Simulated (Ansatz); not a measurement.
**MgPd (Pm-3m): from the cell to its phonons**

Task: relax MgPd (Pm-3m), then find its harmonic phonons.

Main program and level: Ansatz 0.2.0; DFT PBEsol, scalar-relativistic, plane waves, PAW.

Most raw output is cut from this account.

### 1. Set-up

It takes space group Pm-3m (No. 221, cubic). Conventional cell: a = 3.160 Å, b = 3.160 Å, c = 3.160 Å, α = 90.00°, β = 90.00°, γ = 90.00°. Nearest to Mg lie 8 Pd at 2.74 Å. Pd has 8 Mg at 2.74 Å nearest. Farther neighbours are not listed.

### 2. Bringing the structure to rest

The cell and atoms are relaxed, since residual forces and stress would shift the frequencies.

The input, input.yaml:

```yaml
crystal:
  lattice:
    - [3.16, 0.0, 0.0]
    - [0.0, 3.16, 0.0]
    - [0.0, 0.0, 3.16]
  atoms:
    - { symbol: Mg, position: [0.0, 0.0, 0.0] }
    - { symbol: Pd, position: [0.5, 0.5, 0.5] }
kpoints:
  mp_grid: { grid: [14, 14, 14] }
hamiltonian:
  xc: pbesol
scf:
  occupations: { method: gaussian, width: 0.1 }
output:
  forces: true
  stress: true
  eigenvalues: true
  write_density: true
  write_potential: true
  elf: true
  volumetric_format: npy
relax:
  adjacent_minimum: "off"
  f_tol: 0.005
  max_steps: 80
  cell: { stress_tol: 0.05 }
```

The run is started by

```console
$ ansatz run input.yaml --threads 4 --pin off --max-ram 7168MiB --backend cpu --events-out ev --progress --plain --runs-dir out
```

Elapsed: 6.9 s, on 4 threads of Arm Neoverse N1, shared host; peak memory 0.37 GiB.

Relaxation path:

```
step  energy less that of the first step (eV)  largest force component (eV/Å)  pressure (GPa)  volume (Å³)
   1                                   0.0000                          0.0000           -1.79        31.55
   2                                  -0.0031                          0.0000            0.43        30.87
   3                                  -0.0033                          0.0000           -0.01        31.00
  4*                                  -0.0032                          0.0000           -0.01        31.00
```

Relaxation steps marked * repeat the geometry before them on a plane-wave basis chosen anew for their cell, so energy and pressure can jump there.

Forces are held to the 48 operations that the run works with; a distortion that breaks them can't arise in this run.

```
conventional cell, symmetrised  before  after  change
                         a (Å)   3.160  3.141  -0.6 %
                         b (Å)   3.160  3.141  -0.6 %
                         c (Å)   3.160  3.141  -0.6 %
              volume (Å³/atom)   15.78  15.50  -1.8 %
```

The relaxed structure:

```xyz
2
Lattice="3.1414 0.0000 0.0000 0.0000 3.1414 0.0000 0.0000 0.0000 3.1414" Properties=species:S:1:pos:R:3 pbc="T T T"
Mg    0.0000    0.0000    0.0000
Pd    1.5707    1.5707    1.5707
```

Numbers from this step:

- pressure: -0.01029 GPa
- volume per atom: 15.50 Å³
- gap on the k-mesh: 0 eV

Electrostatic potential energy in the ac plane at fractional y = 0.000, with atoms of Mg within 0.2 Å of it. With pseudopotentials it is smooth inside the atoms' cores, unlike the true potential.

Ten even steps from '_' (-68 eV) to '@' (16 eV):
```
____::**%%@@@@@@@@@@@@@@%%**::__
..::++##%%@@@@@@@@@@@@@@%%##++::
++**##%%@@@@@@@@@@@@@@@@@@%%##**
%%%%%%@@@@@@@@@@@@@@@@@@@@@@%%%%
@@@@@@@@@@@@@@@@@@@@@@@@@@@@@@@@
@@@@@@@@@@@@@@@@@@@@@@@@@@@@@@@@
@@@@@@@@@@@@@@@@@@@@@@@@@@@@@@@@
@@@@@@@@@@@@@@@@@@@@@@@@@@@@@@@@
@@@@@@@@@@@@@@@@@@@@@@@@@@@@@@@@
@@@@@@@@@@@@@@@@@@@@@@@@@@@@@@@@
@@@@@@@@@@@@@@@@@@@@@@@@@@@@@@@@
%%%%%%@@@@@@@@@@@@@@@@@@@@@@%%%%
++**##%%@@@@@@@@@@@@@@@@@@%%##**
..::++##%%@@@@@@@@@@@@@@%%##++::
____::**%%@@@@@@@@@@@@@@%%**::__
____..++%%@@@@@@@@@@@@@@%%++..__
```
Columns run along a (3.1 Å; values clipped at the 3rd and 97th percentile), rows up along c (3.1 Å). Atoms in or near the plane, at fractional coordinates: Mg at (0.00, 0.00).

ELF in the ac plane at fractional y = 0.000, with atoms of Mg within 0.2 Å of it. It is the smooth field of the valence electrons, not physical close to the nuclei.

Ten even steps from '_' (0.05) to '@' (0.43):
```
++**@@##____--**##**--____##@@**
@@@@@@--__..++######++..__--@@@@
%%##--____--**######**--____--##
..______::++##########++::______
____..--++####******####++--..__
----++**####**********####**++--
****######**************######**
##########******++******########
****######**************######**
----++**####**********####**++--
____..--++####******####++--..__
..______::++##########++::______
%%##--____--**######**--____--##
@@@@@@--__..++######++..__--@@@@
++**@@##____--**##**--____##@@**
--++@@%%..__--**##**--__..%%@@++
```
Columns run along a (3.1 Å), rows up along c (3.1 Å). Atoms in or near the plane, at fractional coordinates: Mg at (0.00, 0.00).

Valence density in the ac plane at fractional y = 0.000, with atoms of Mg within 0.2 Å of it. It is the smooth field of the valence electrons, not physical close to the nuclei.

Values in e/Å³, 16 rows by 16 columns:
```
24 18  7  1  0  0  0  0  0  0  0  0  0  1  7 18
10  7  3  1  0  0  0  0  0  0  0  0  0  1  3  7
 2  1  1  0  0  0  0  0  0  0  0  0  0  0  1  1
 0  0  0  0  0  0  0  0  0  0  0  0  0  0  0  0
 0  0  0  0  0  0  0  0  0  0  0  0  0  0  0  0
 0  0  0  0  0  0  0  0  0  0  0  0  0  0  0  0
 0  0  0  0  0  0  0  0  0  0  0  0  0  0  0  0
 0  0  0  0  0  0  0  0  0  0  0  0  0  0  0  0
 0  0  0  0  0  0  0  0  0  0  0  0  0  0  0  0
 0  0  0  0  0  0  0  0  0  0  0  0  0  0  0  0
 0  0  0  0  0  0  0  0  0  0  0  0  0  0  0  0
 0  0  0  0  0  0  0  0  0  0  0  0  0  0  0  0
 2  1  1  0  0  0  0  0  0  0  0  0  0  0  1  1
10  7  3  1  0  0  0  0  0  0  0  0  0  1  3  7
24 18  7  1  0  0  0  0  0  0  0  0  0  1  7 18
31 24 10  2  0  0  0  0  0  0  0  0  0  2 10 24
```
Columns run along a (3.1 Å), rows up along c (3.1 Å). Atoms in or near the plane, at fractional coordinates: Mg at (0.00, 0.00).

In this step the volume went from 15.78 to 15.50 Å³/atom.

### 3. Tight relaxation

Phonons need a cell at rest on their own settings, so the relaxation is repeated with tight tolerances on forces and stress, using the mesh and the filling of the phonon run that follows.

The input, input.yaml:

```yaml
crystal:
  lattice:
    - [3.1413891342, 0.0, 0.0]
    - [0.0, 3.1413891342, 0.0]
    - [0.0, 0.0, 3.1413891342]
  atoms:
    - { symbol: Mg, position: [0.0, 0.0, 0.0] }
    - { symbol: Pd, position: [0.5, 0.5, 0.5] }
kpoints:
  mp_grid: { grid: [16, 16, 16] }
hamiltonian:
  xc: pbesol
scf:
  occupations: { method: methfessel_paxton, width: 0.2 }
output:
  forces: true
  stress: true
  eigenvalues: true
relax:
  adjacent_minimum: "off"
  f_tol: 0.001
  max_steps: 60
  cell: { stress_tol: 0.01 }
```

Run time: 7.5 s. Hardware: 4 threads; peak memory 0.39 GiB; 27 s of CPU time.

Little changed from the start: no atom moved by 0.005 Å and no cell edge by 0.1 %.

This step gave:

| Item | Value |
| --- | --- |
| pressure | 1.58e-4 GPa |
| volume per atom | 15.51 Å³ |

The forces vanish by symmetry and the pressure is 0.000 GPa, within the tolerances set. The cell now holds 15.51 Å³/atom.

### 4. Linear response at the zone centre

The zone centre comes first: it holds the modes that light can see, as far as symmetry allows. No field response is asked, since the mesh shows no gap.

input.yaml, the sections that differ from step 3:

```yaml
crystal:
  lattice:
    - [3.1421578943, 0.0, 0.0]
    - [0.0, 3.1421578943, 0.0]
    - [0.0, 0.0, 3.1421578943]
  atoms:
    - { symbol: Mg, position: [0.0, 0.0, 0.0] }
    - { symbol: Pd, position: [0.5, 0.5, 0.5] }
output:
  eigenvalues: true
phonons:
  method: dfpt
# kpoints, hamiltonian, scf: as in step 3
# relax: removed
```

The job ended after 26 s (4 threads; peak memory 0.82 GiB; 95 s of CPU time).

Numbers from this step:

| Quantity | Value |
| --- | --- |
| sum-rule residual before enforcement | 1.62e-5 eV/Å² |
| point group | m-3m |
| highest optical mode at the zone centre (no LO-TO term) | 248.3 cm⁻¹ |
| lowest optical zone-centre mode | 248.3 cm⁻¹ |

Patterns of degenerate modes are one choice out of their space. Modes at Γ, with each element's share of the kinetic energy:

```
mode  frequency (cm⁻¹)  symmetry  Mg %  Pd %
   1               0.0  acoustic    19    81
   2               0.0  acoustic    19    81
   3               0.0  acoustic    19    81
   4             248.3       T1u    81    19
   5             248.3       T1u    81    19
   6             248.3       T1u    81    19
```

Displacements in mode 6 (248.3 cm⁻¹), the largest set to 1:
```
Mg1  1.00  0.00  0.00
Pd2 -0.23  0.00  0.00
```

Before it was imposed, the acoustic sum rule was missed by 1.6e-5 eV/Å². Small misses are needed for a sound result but don't prove that mesh and cutoff are converged. The lowest optical mode is real, 248 cm⁻¹.

### 5. Phonons on a q mesh

Stability and thermal properties need the whole zone. Linear response on a 4×4×4 q mesh gives force constants as far as a supercell of that size would.

input.yaml: that of step 4 with these lines changed.

```diff
@@ -18 +18,8 @@
   method: dfpt
+  qmesh: [4, 4, 4]
+  temperatures: { t_max: 1000, t_step: 50 }
+  qpath:
+    path:
+      - [[0.0, 0.0, 0.0], [0.0, 0.5, 0.0], [0.5, 0.5, 0.0], [0.0, 0.0, 0.0], [0.5, 0.5, 0.5], [0.0, 0.5, 0.0]]
+      - [[0.5, 0.5, 0.5], [0.5, 0.5, 0.0]]
+    npoints: 10
```

It took 15 min on 4 threads; peak memory 2.9 GiB.

Numbers from this step:

- sum-rule residual before enforcement: 2.20e-5 eV/Å²
- lowest frequency on the path: 0 cm⁻¹
- highest frequency on the path or at a solved wavevector: 320.6 cm⁻¹
- mean frequency: 183.7 cm⁻¹
- Debye temperature (second moment): 377 K
- logarithmic mean frequency: 161.1 cm⁻¹
- lowest mode on the q mesh (acoustic modes at Γ apart): 57.14 cm⁻¹
- zero-point energy per atom: 34.16 meV
- heat capacity at 300 K: 23.11 J/(mol atoms K)
- vibrational entropy at 300 K: 32.33 J/(mol atoms K)
- edges of the widest gap between branches, on path and mesh: 127.3, 219.7 cm⁻¹

Frequencies (cm⁻¹) solved at each irreducible wavevector; negative means imaginary. Frequencies by wavevector, by row:

```
q in reciprocal lattice units  star  mode 1  mode 2  mode 3  mode 4  mode 5  mode 6
                        0 0 0     1       0       0       0   248.3   248.3   248.3
                     0 0 0.25     6    77.7    77.7    94.3   240.4   240.4   279.4
                     0 0 -0.5     3   117.5   117.5   127.3   230.5   230.5   320.6
                  0 0.25 0.25    12    57.1    97.5     119   233.5     271   274.8
                  0 0.25 -0.5    12    98.8    99.1   120.6   225.3   267.1   304.6
                  0 -0.5 -0.5     3    77.6    77.6   122.2   219.7   294.6   294.6
               0.25 0.25 0.25     8    92.9    92.9   118.5   267.2   267.2     269
               0.25 0.25 -0.5    12   100.5   106.6   113.9   263.4     264   298.4
               0.25 -0.5 -0.5     6   105.7   105.7   118.8   260.8   294.7   294.7
               -0.5 -0.5 -0.5     1   118.4   118.4   118.4   296.4   296.4   296.4
```

Interpolated from a 4×4×4 q mesh. The phonon branches at the labelled points (cm⁻¹):

```
    point  branch 1  branch 2  branch 3  branch 4  branch 5  branch 6
        Γ         0         0         0       248       248       248
  halfway        78        78        94       240       240       279
        X       118       118       127       230       230       321
  halfway        99        99       121       225       267       305
        M        78        78       122       220       294       294
  halfway        57        98       119       234       271       275
        Γ         0         0         0       248       248       248
  halfway        93        93       119       267       267       269
        R       118       118       118       296       296       296
  halfway       100       107       114       263       264       298
        X       118       118       127       230       230       321
jump to R       118       118       118       296       296       296
  halfway       106       106       119       261       295       295
        M        78        78       122       220       294       294
```

Tetrahedra on a 20×20×20 mesh, mean over bins of 5 cm-1. Interpolated from a 4×4×4 q mesh. The phonon density of states by wavenumber; read off at these points:

```
wavenumber (cm⁻¹)  phonon density of states (1/cm⁻¹/cell)
                2                                  1.0e-5
               12                                  2.6e-4
               22                                 0.00102
               38                                 0.00277
               48                                 0.00454
               58                                 0.00725
               68                                  0.0117
               78                                  0.0231
               92                                  0.0393
              102                                  0.0526
              112                                  0.0698
              118                                   0.128
              122                                  0.0333
              132                                       0
              148                                       0
              158                                       0
              168                                       0
              178                                       0
              192                                       0
              202                                       0
              212                                       0
              222                                  0.0085
              232                                  0.0359
              248                                  0.0416
              258                                  0.0312
              268                                  0.0299
              278                                  0.0320
              288                                  0.0416
              292                                  0.0713
              302                                  0.0172
              312                                 0.00644
              322                                  2.0e-5
```

Phonopy on the run's constants, 19x19x19 mesh, Gaussian sigma 2.5 cm-1. Interpolated from a 4×4×4 q mesh. Table of partial phonon density of states by wavenumber; read off at these points; values in 1/cm⁻¹/cell:

```
wavenumber (cm⁻¹)       Mg       Pd
            -10.0        0        0
              0.0   1.0e-5   5.0e-5
             10.0   4.1e-5   2.0e-4
             20.0   1.5e-4   7.0e-4
             30.0   2.0e-4   9.7e-4
             40.0   6.1e-4  0.00312
             50.0   8.0e-4  0.00457
             60.0  0.00108  0.00682
             70.0  0.00166   0.0118
             80.0  0.00282   0.0234
             90.0  0.00319   0.0321
            100.0  0.00342   0.0460
            110.0  0.00270   0.0720
            117.5  0.00116    0.109
            120.0   6.6e-4   0.0856
            130.0   3.2e-6   3.9e-4
            140.0        0        0
            150.0        0        0
            160.0        0        0
            170.0        0        0
            180.0        0        0
            190.0        0        0
            200.0        0        0
            210.0   4.5e-7        0
            220.0  0.00449   1.2e-5
            230.0   0.0286   6.6e-4
            240.0   0.0378  0.00268
            250.0   0.0342  0.00328
            260.0   0.0277  0.00234
            267.1   0.0313  0.00206
            270.0   0.0292  0.00224
            278.0   0.0358  0.00226
            280.0   0.0319  0.00216
            290.0   0.0486  0.00288
            293.4   0.0635  0.00374
            300.0   0.0255  0.00129
            310.0  0.00823   1.8e-4
            320.0  0.00156   9.1e-6
            330.0        0        0
```

(Part 1 of 2 ends here.)

[Logs are printed without paths, hosts, clocks, repeated set-up lines and the standing remarks that a program may print on its own settings, such as how far it seeks lower states.]

[Hosts, paths, dates, database ids (printed as entryN), source tags and the programs' standing remarks are cut or masked in the printed files.]
